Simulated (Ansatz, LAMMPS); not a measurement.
# Relaxing ionic liquid ethylammonium Br- with Li salt, from a frame at 400 K (162 atoms), part 2 of 3

Aim: bring ionic liquid ethylammonium Br- with Li salt, from a frame at 400 K (162 atoms) to a nearby minimum of the energy and see what moves.

Ansatz 0.2.0; Kohn-Sham DFT, PBEsol, PAW (set soft_2), plane waves.

The cell: 26 C, 13 N, 104 H, 16 Br and 3 Li. The network of contacts between molecules at the start is that of the classical potential that made the cell. The functional has no dispersion term. The density was typed from a rule of thumb and may lie off the real one at this temperature. Only the Γ point is sampled, in a cell whose shortest periodic width is 12 Å.

So far. Step 3 (Single point at the start): Neighbours are counted within 1.34 Å (H-C), 1.27 Å (H-N), 1.85 Å (C-C), 1.79 Å (C-N), 3.23 Å (Br-Li).

**4. Relaxation**

The atoms are relaxed in the fixed cell, aiming at the force tolerance of the input.

File input.yaml:

```yaml
crystal:
  lattice:
    - [12.44903, 0.0, 0.0]
    - [0.0, 12.44903, 0.0]
    - [0.0, 0.0, 12.44903]
  atoms:
    [... the 162 atom lines of step 3 ...]
kpoints:
  mp_grid: { grid: [1, 1, 1] }
hamiltonian:
  xc: pbesol
scf:
  occupations: { method: fixed }
output:
  forces: true
relax:
  f_tol: 0.05
  max_steps: 200
```

The run is started by

```console
ansatz run input.yaml --threads 4 --pin off --max-ram 8192MiB --backend cpu --events-out ev --progress --plain --runs-dir out
```

Numbers of over 12 decimals in the logs are rounded to 6 here.

Output:

```text
[...]
Crystal: 162 atoms, lattice volume = 1929.330 Å³
Basis set: ecut = 420 eV, 37561 PW (Γ), exchange–correlation on 180×180×180 points (8 copies of the dense FFT grid, shifted against one another)
Bands: 359, of which v1, the nominal top of the filled ones, is band 197 counted from 1 (196 counted from 0)
Symmetry: 1 space group operations
[...]
k-points: 1
[...]
SCF iter   1: F=—  HF=-57405.388719 eV  |F-HF|=—  |Δ(HF+E_count)|=         —  Δρ=5.00e-3  dr2=5.85e-1  ethr=1.77e-3  ⟨swp⟩=5.0  Hψ=1162  notcnv=0  defer=158
[...]
SCF iter   3: F=—  HF=-57405.244481 eV  |F-HF|=—  |Δ(HF+E_count)|=   1.32e-2  Δρ=7.58e-4  dr2=1.46e-2  ethr=2.36e-5  ⟨swp⟩=3.0  Hψ=392  notcnv=0  defer=56
automatic band count: iteration 3 solves 255 bands in place of 359: the levels show a gap, and the empty bands left out lie too high to hold charge; the band table lists the bands solved (type scf.n_extra_bands for more)
SCF iter   4: F=—  HF=-57405.246866 eV  |F-HF|=—  |Δ(HF+E_count)|=   2.39e-3  Δρ=2.17e-4  dr2=1.06e-3  ethr=3.70e-6  ⟨swp⟩=2.0  Hψ=446  notcnv=0  defer=56
[...]
SCF iter   6: F=-57405.247595 eV  HF=-57405.247584 eV  |F-HF|=1.10e-5  |Δ(HF+E_count)|=   9.93e-5  Δρ=2.68e-5  dr2=1.35e-5  ethr=1.59e-8  ⟨swp⟩=3.0  Hψ=898  notcnv=0
SCF 1 converged in 6 iterations: F = -57405.247595 eV  dr2 = 1.35e-5
[...]
relax step   1: F+E_penalty+E_count = -57405.24759510 eV  Δ(F+E_penalty+E_count) = +0.000e0 eV  max|allowed force component| = 3.773e0 eV/Å  Δτ_max = 0.0000 Å  (6 SCF iters, dr2 threshold 6.25e-5 eV, accepted)
[... from here on, the SCF cycles and remarks between the steps are left out ...]
relax step   2: F+E_penalty+E_count = -57411.67243630 eV  Δ(F+E_penalty+E_count) = -6.425e0 eV  max|allowed force component| = 1.573e0 eV/Å  Δτ_max = 0.1950 Å  (7 SCF iters, dr2 threshold 1.00e-4 eV, accepted)
relax step   3: F+E_penalty+E_count = -57413.41330326 eV  Δ(F+E_penalty+E_count) = -1.741e0 eV  max|allowed force component| = 5.306e-1 eV/Å  Δτ_max = 0.1923 Å  (7 SCF iters, dr2 threshold 1.00e-4 eV, accepted)
relax step   4: F+E_penalty+E_count = -57413.97753605 eV  Δ(F+E_penalty+E_count) = -5.642e-1 eV  max|allowed force component| = 3.235e-1 eV/Å  Δτ_max = 0.1975 Å  (6 SCF iters, dr2 threshold 3.21e-5 eV, accepted)
relax step   5: F+E_penalty+E_count = -57414.44260031 eV  Δ(F+E_penalty+E_count) = -4.651e-1 eV  max|allowed force component| = 3.735e-1 eV/Å  Δτ_max = 0.1929 Å  (7 SCF iters, dr2 threshold 1.19e-5 eV, accepted)
relax step   6: F+E_penalty+E_count = -57414.75964773 eV  Δ(F+E_penalty+E_count) = -3.170e-1 eV  max|allowed force component| = 2.765e-1 eV/Å  Δτ_max = 0.2000 Å  (6 SCF iters, dr2 threshold 5.18e-5 eV, accepted)
relax step   7: F+E_penalty+E_count = -57414.99767740 eV  Δ(F+E_penalty+E_count) = -2.380e-1 eV  max|allowed force component| = 3.939e-1 eV/Å  Δτ_max = 0.1936 Å  (6 SCF iters, dr2 threshold 4.19e-5 eV, accepted)
relax step   8: F+E_penalty+E_count = -57415.18119942 eV  Δ(F+E_penalty+E_count) = -1.835e-1 eV  max|allowed force component| = 5.131e-1 eV/Å  Δτ_max = 0.1940 Å  (6 SCF iters, dr2 threshold 8.51e-5 eV, accepted)
relax step   9: F+E_penalty+E_count = -57415.32235261 eV  Δ(F+E_penalty+E_count) = -1.412e-1 eV  max|allowed force component| = 5.628e-1 eV/Å  Δτ_max = 0.1926 Å  (6 SCF iters, dr2 threshold 1.00e-4 eV, accepted)
relax step  10: F+E_penalty+E_count = -57415.43113834 eV  Δ(F+E_penalty+E_count) = -1.088e-1 eV  max|allowed force component| = 6.927e-1 eV/Å  Δτ_max = 0.1950 Å  (6 SCF iters, dr2 threshold 1.00e-4 eV, accepted)
relax step  11: F+E_penalty+E_count = -57415.51663690 eV  Δ(F+E_penalty+E_count) = -8.550e-2 eV  max|allowed force component| = 5.995e-1 eV/Å  Δτ_max = 0.1844 Å  (6 SCF iters, dr2 threshold 1.00e-4 eV, accepted)
relax step  12: F+E_penalty+E_count = -57415.59241659 eV  Δ(F+E_penalty+E_count) = -7.578e-2 eV  max|allowed force component| = 4.173e-1 eV/Å  Δτ_max = 0.1061 Å  (5 SCF iters, dr2 threshold 1.00e-4 eV, accepted)
relax step  13: F+E_penalty+E_count = -57415.65529006 eV  Δ(F+E_penalty+E_count) = -6.287e-2 eV  max|allowed force component| = 1.959e-1 eV/Å  Δτ_max = 0.1719 Å  (6 SCF iters, dr2 threshold 8.44e-5 eV, accepted)
relax step  14: F+E_penalty+E_count = -57415.69004550 eV  Δ(F+E_penalty+E_count) = -3.476e-2 eV  max|allowed force component| = 3.268e-1 eV/Å  Δτ_max = 0.1950 Å  (7 SCF iters, dr2 threshold 8.45e-6 eV, accepted)
relax step  15: F+E_penalty+E_count = -57415.70960341 eV  Δ(F+E_penalty+E_count) = -1.956e-2 eV  max|allowed force component| = 3.688e-1 eV/Å  Δτ_max = 0.1726 Å  (6 SCF iters, dr2 threshold 2.35e-5 eV, accepted)
relax step  16: F+E_penalty+E_count = -57415.73039353 eV  Δ(F+E_penalty+E_count) = -2.079e-2 eV  max|allowed force component| = 3.062e-1 eV/Å  Δτ_max = 0.1370 Å  (5 SCF iters, dr2 threshold 1.00e-4 eV, accepted)
relax step  17: F+E_penalty+E_count = -57415.75268600 eV  Δ(F+E_penalty+E_count) = -2.229e-2 eV  max|allowed force component| = 2.150e-1 eV/Å  Δτ_max = 0.1882 Å  (5 SCF iters, dr2 threshold 6.46e-5 eV, accepted)
relax step  18: F+E_penalty+E_count = -57415.76336352 eV  Δ(F+E_penalty+E_count) = -1.068e-2 eV  max|allowed force component| = 1.946e-1 eV/Å  Δτ_max = 0.1899 Å  (6 SCF iters, dr2 threshold 2.28e-5 eV, accepted)
relax step  19: F+E_penalty+E_count = -57415.77276766 eV  Δ(F+E_penalty+E_count) = -9.404e-3 eV  max|allowed force component| = 1.559e-1 eV/Å  Δτ_max = 0.0878 Å  (6 SCF iters, dr2 threshold 1.87e-5 eV, accepted)
relax step  20: F+E_penalty+E_count = -57415.78083299 eV  Δ(F+E_penalty+E_count) = -8.065e-3 eV  max|allowed force component| = 7.892e-2 eV/Å  Δτ_max = 0.0528 Å  (5 SCF iters, dr2 threshold 1.56e-5 eV, accepted)
relax step  21: F+E_penalty+E_count = -57415.79151814 eV  Δ(F+E_penalty+E_count) = -1.069e-2 eV  max|allowed force component| = 1.034e-1 eV/Å  Δτ_max = 0.1268 Å  (8 SCF iters, accepted)
relax step  22: F+E_penalty+E_count = -57415.79779942 eV  Δ(F+E_penalty+E_count) = -6.281e-3 eV  max|allowed force component| = 2.184e-1 eV/Å  Δτ_max = 0.1267 Å  (7 SCF iters, dr2 threshold 2.74e-6 eV, accepted)
relax step  23: F+E_penalty+E_count = -57415.80623862 eV  Δ(F+E_penalty+E_count) = -8.439e-3 eV  max|allowed force component| = 2.475e-1 eV/Å  Δτ_max = 0.0748 Å  (5 SCF iters, dr2 threshold 4.77e-5 eV, accepted)
relax step  24: F+E_penalty+E_count = -57415.82870639 eV  Δ(F+E_penalty+E_count) = -2.247e-2 eV  max|allowed force component| = 2.781e-1 eV/Å  Δτ_max = 0.1952 Å  (6 SCF iters, dr2 threshold 6.13e-5 eV, accepted)
relax step  25: F+E_penalty+E_count = -57415.84005183 eV  Δ(F+E_penalty+E_count) = -1.135e-2 eV  max|allowed force component| = 5.292e-1 eV/Å  Δτ_max = 0.1950 Å  (6 SCF iters, dr2 threshold 7.73e-5 eV, accepted)
relax step  26: F+E_penalty+E_count = -57415.84090923 eV  Δ(F+E_penalty+E_count) = -8.574e-4 eV  max|allowed force component| = 6.805e-1 eV/Å  Δτ_max = 0.1781 Å  (5 SCF iters, dr2 threshold 1.00e-4 eV, accepted)
relax step  27: F+E_penalty+E_count = -57415.92290297 eV  Δ(F+E_penalty+E_count) = -8.199e-2 eV  max|allowed force component| = 1.423e-1 eV/Å  Δτ_max = 0.2000 Å  (5 SCF iters, dr2 threshold 1.00e-4 eV, accepted)
relax step  28: F+E_penalty+E_count = -57415.92200127 eV  Δ(F+E_penalty+E_count) = +9.017e-4 eV  max|allowed force component| = 3.098e-1 eV/Å  Δτ_max = 0.0964 Å  (8 SCF iters, rejected (line search))
relax step  29: F+E_penalty+E_count = -57415.93564658 eV  Δ(F+E_penalty+E_count) = -1.274e-2 eV  max|allowed force component| = 3.023e-2 eV/Å  Δτ_max = 0.0474 Å  (8 SCF iters, accepted)
relax step  30: F+E_penalty+E_count = -57415.94548712 eV  Δ(F+E_penalty+E_count) = -9.841e-3 eV  max|allowed force component| = 6.068e-2 eV/Å  Δτ_max = 0.0978 Å  (8 SCF iters, accepted)
relax step  31: F+E_penalty+E_count = -57415.95252083 eV  Δ(F+E_penalty+E_count) = -7.034e-3 eV  max|allowed force component| = 1.383e-1 eV/Å  Δτ_max = 0.1259 Å  (8 SCF iters, accepted)
relax step  32: F+E_penalty+E_count = -57415.95699042 eV  Δ(F+E_penalty+E_count) = -4.470e-3 eV  max|allowed force component| = 9.543e-2 eV/Å  Δτ_max = 0.0502 Å  (5 SCF iters, dr2 threshold 1.91e-5 eV, accepted)
relax step  33: F+E_penalty+E_count = -57415.96129239 eV  Δ(F+E_penalty+E_count) = -4.302e-3 eV  max|allowed force component| = 4.838e-2 eV/Å  Δτ_max = 0.0749 Å  (6 SCF iters, dr2 threshold 4.33e-6 eV, accepted)
relax step  34: F+E_penalty+E_count = -57415.96129308 eV  Δ(F+E_penalty+E_count) = -6.887e-7 eV  max|allowed force component| = 4.839e-2 eV/Å  Δτ_max = 0.0000 Å  (4 SCF iters, accepted)
relax step  35: F+E_penalty+E_count = -57415.96375874 eV  Δ(F+E_penalty+E_count) = -2.466e-3 eV  max|allowed force component| = 5.585e-2 eV/Å  Δτ_max = 0.0630 Å  (8 SCF iters, accepted)
relax step  36: F+E_penalty+E_count = -57415.96587508 eV  Δ(F+E_penalty+E_count) = -2.116e-3 eV  max|allowed force component| = 4.191e-2 eV/Å  Δτ_max = 0.0599 Å  (6 SCF iters, dr2 threshold 3.12e-6 eV, accepted)
relax step  37: F+E_penalty+E_count = -57415.96587542 eV  Δ(F+E_penalty+E_count) = -3.403e-7 eV  max|allowed force component| = 4.193e-2 eV/Å  Δτ_max = 0.0000 Å  (3 SCF iters, accepted)
relax step  38: F+E_penalty+E_count = -57415.96749759 eV  Δ(F+E_penalty+E_count) = -1.622e-3 eV  max|allowed force component| = 4.865e-2 eV/Å  Δτ_max = 0.0643 Å  (8 SCF iters, accepted)
SCF converged after 8 iterations
Free energy (F): -57415.967498 eV
[...]
Internal energy: -57415.967498 eV  (E = F + TS)
E sigma→0 (E₀):  -57415.967498 eV
Fermi energy:    -0.585744 eV
[...]
--- Forces (eV/Å), atoms counted from 1 ---
  atom   1  C     -0.01271911    -0.00872352     0.00426066
  atom   2  C      0.01381461     0.00088712     0.00183667
  atom   3  N     -0.00995113     0.00778815     0.01591967
  atom   4  H      0.00037071     0.00086383     0.00287206
  atom   5  H      0.00525766     0.00495719    -0.00470480
  atom   6  H      0.00278608     0.00344408    -0.00199667
  atom   7  H     -0.00519520    -0.00500549    -0.00354293
  atom   8  H      0.00017907     0.00059127     0.00138502
  atom   9  H      0.00520121     0.00559782    -0.00710824
  atom  10  H      0.00007603    -0.00112090    -0.00210439
  atom  11  H     -0.00446117    -0.00738600    -0.00537366
  atom  12  C      0.00183420     0.00144939     0.00587727
  atom  13  C     -0.00106913    -0.00009029    -0.00273084
  atom  14  N      0.00936070    -0.00504010     0.00358888
[...]
atom 161  Li    -0.00309594     0.00080448     0.00053305
  atom 162  Li     0.00224685    -0.00166273     0.00559808
  max |Σ_I F_I| component: 5.27e-5 eV/Å
--- Relaxed structure (38 steps of the walk, 37 accepted, 0 SCFs on fresh bases) ---
  F+E_penalty+E_count = -57415.96749759 eV   max|allowed force component| = 4.865e-2 eV/Å
  atoms:
    - { symbol: C, position: [0.133251, 0.185102, 0.288510] }
    - { symbol: C, position: [0.068738, 0.284754, 0.311380] }
    - { symbol: N, position: [0.107401, 0.379077, 0.249298] }
    - { symbol: H, position: [0.129172, 0.165178, 0.202278] }
[...]
- { symbol: Li, position: [0.835572, 0.414629, 0.456422] }
```

The job ended after 5.1 min (4 threads of Intel Xeon Platinum 8488C (Sapphire Rapids), shared host; peak memory 2.2 GiB).

Relaxation path (22 of 38):

```csv
step,energy less that of the first step (eV),largest force component (eV/Å)
1,0.0000,3.7726
3,-8.1657,0.5306
5,-9.1950,0.3735
6,-9.5121,0.2765
8,-9.9336,0.5131
10,-10.1835,0.6927
12,-10.3448,0.4173
13,-10.4077,0.1959
15,-10.4620,0.3688
17,-10.5051,0.2150
19,-10.5252,0.1559
20,-10.5332,0.0789
22,-10.5502,0.2184
24,-10.5811,0.2781
26,-10.5933,0.6805
27,-10.6753,0.1423
29,-10.6881,0.0302
31,-10.7049,0.1383
33,-10.7137,0.0484
34,-10.7137,0.0484
36,-10.7183,0.0419
38,-10.7199,0.0486
```

Relaxation step 28 was tried and not accepted.

The atoms that moved most (Å):

```csv
atom,dx,dy,dz,length
H39,0.740,0.424,1.661,1.867
H38,1.680,0.551,0.151,1.775
H97,-1.153,-0.062,-1.201,1.667
H18,0.539,-0.887,-1.287,1.653
H84,-0.418,-1.339,0.728,1.580
H28,1.447,0.610,-0.140,1.576
H98,-0.230,-0.763,-1.314,1.537
H19,-0.239,-1.301,-0.715,1.504
```

The relaxation changed the energy by -66.2 meV/atom, and atoms moved by 0.84 Å r.m.s., 1.9 Å at most.

**5. Local order after relaxation**

Bonds before and after, by the cutoffs listed below:

```csv
pair,bonds before,bonds after,mean before (Å),mean after (Å),spread before (Å),spread after (Å)
H-C,65,65,1.091,1.102,0.034,0.001
H-N,39,39,1.030,1.053,0.031,0.005
C-C,13,13,1.526,1.509,0.039,0.002
C-N,13,13,1.484,1.484,0.033,0.003
Br-Li,12,12,2.653,2.552,0.118,0.037
```

Density 1.63 g/cm³, 11.91 Å³ an atom.

Pair distribution functions g(r), in bins of 0.2 Å:

```csv
r (Å),total,H-H,H-C,H-Br,H-N,H-Li,C-C
1.00,2.29,0.00,1.23,0.00,19.70,0.00,0.00
1.20,2.77,0.00,13.45,0.00,0.00,0.00,0.00
1.40,0.35,0.00,0.00,0.00,0.00,0.00,0.00
1.60,0.62,0.71,0.00,0.00,0.00,0.00,12.70
1.80,1.46,3.54,0.00,0.00,0.00,0.00,0.00
2.00,0.51,0.00,1.05,0.00,2.77,0.00,0.00
2.20,1.57,0.20,5.35,2.48,0.63,0.00,0.00
2.40,1.01,1.89,0.00,0.82,0.00,0.00,0.00
2.60,0.98,1.73,0.52,0.27,0.24,0.00,0.00
2.80,0.53,0.40,0.66,0.41,1.73,0.00,0.00
3.00,0.85,1.46,0.38,1.12,0.19,0.29,0.00
3.20,0.87,0.95,0.58,1.23,0.39,1.63,0.00
3.40,0.81,0.61,1.08,1.00,0.87,1.06,0.00
3.60,0.87,0.87,0.58,1.67,0.65,1.32,0.70
3.80,1.08,1.13,0.70,1.56,0.90,0.51,1.40
4.00,1.01,0.80,0.85,1.59,0.64,1.23,0.99
4.20,0.97,0.91,0.79,0.86,1.06,1.68,0.64
4.40,0.94,0.79,1.10,0.96,1.02,1.15,0.70
4.60,0.86,0.76,0.93,0.83,0.97,1.06,0.64
4.80,0.99,0.97,0.91,1.12,1.01,1.39,1.58
5.00,1.00,0.98,1.01,0.94,0.88,0.98,1.62
5.20,1.09,1.12,1.04,0.89,1.05,1.38,1.08
5.40,1.04,1.02,0.97,1.03,1.15,2.04,1.09
5.60,1.12,1.05,1.21,1.12,1.23,1.01,1.38
5.80,1.11,1.17,1.10,1.03,1.15,1.69,1.02
6.00,1.00,1.02,0.99,0.87,1.10,1.03,0.82
```

Bonds by pair of elements; cutoffs follow the first minimum of g(r), held within bounds set by covalent radii, and pairs that aren't listed don't count as bonded:

```csv
pair A-B,cutoff (Å),bonds,mean length (Å),spread (Å),shortest (Å),B about A,A about B
H-C,1.34,65,1.10,0.001,1.1,0.625,2.5
H-N,1.27,39,1.05,0.005,1.04,0.375,3
C-C,1.85,13,1.51,0.002,1.50,1,1
C-N,1.79,13,1.48,0.003,1.48,0.5,1
Br-Li,3.02,12,2.55,0.037,2.47,0.75,4
```

How many atoms have how many bonded neighbours:

```csv
element,mean,0,1,2,4
Br,0.75,6,8,2,0
C,4,0,0,0,26
H,1,0,104,0,0
Li,4,0,0,0,3
N,4,0,0,0,13
```

Bond angles, per cent of each kind in bins of 5°:

```csv
angle (°),C-C-H,H-C-H,C-N-H,H-N-H,H-C-N
100–105,0.0,0.0,0.0,5.1,0.0
105–110,10.8,100.0,30.8,74.4,100.0
110–115,89.2,0.0,69.2,20.5,0.0
```

Bond angles (no mean is given where the spread exceeds 20°):

```csv
angle,count,mean (°),spread (°)
C-C-H,65,111,0.9
H-C-H,52,108,0.8
C-N-H,39,111,1.6
H-N-H,39,108,2.1
H-C-N,26,107,0.7
```

Bond length by coordination (bonds to H left out):

```csv
element,coordination,atoms,mean bond length (Å)
Br,1,8,2.54
Br,2,2,2.57
```

By these cutoffs 50 % of Br atoms have 1, all C atoms have 4, all H atoms have 1 and all Li atoms have 4 bonded neighbours. The C-C-H angle averages 111° with a spread of 0.9°.

(Continued in part 3 of 3.)

[Logs are printed without paths, hosts, clocks, repeated set-up lines and the standing remarks that a program may print on its own settings, such as how far it seeks lower states.]

[Hosts, paths, dates, database ids (printed as entryN), source tags and the programs' standing remarks are cut or masked in the printed files.]
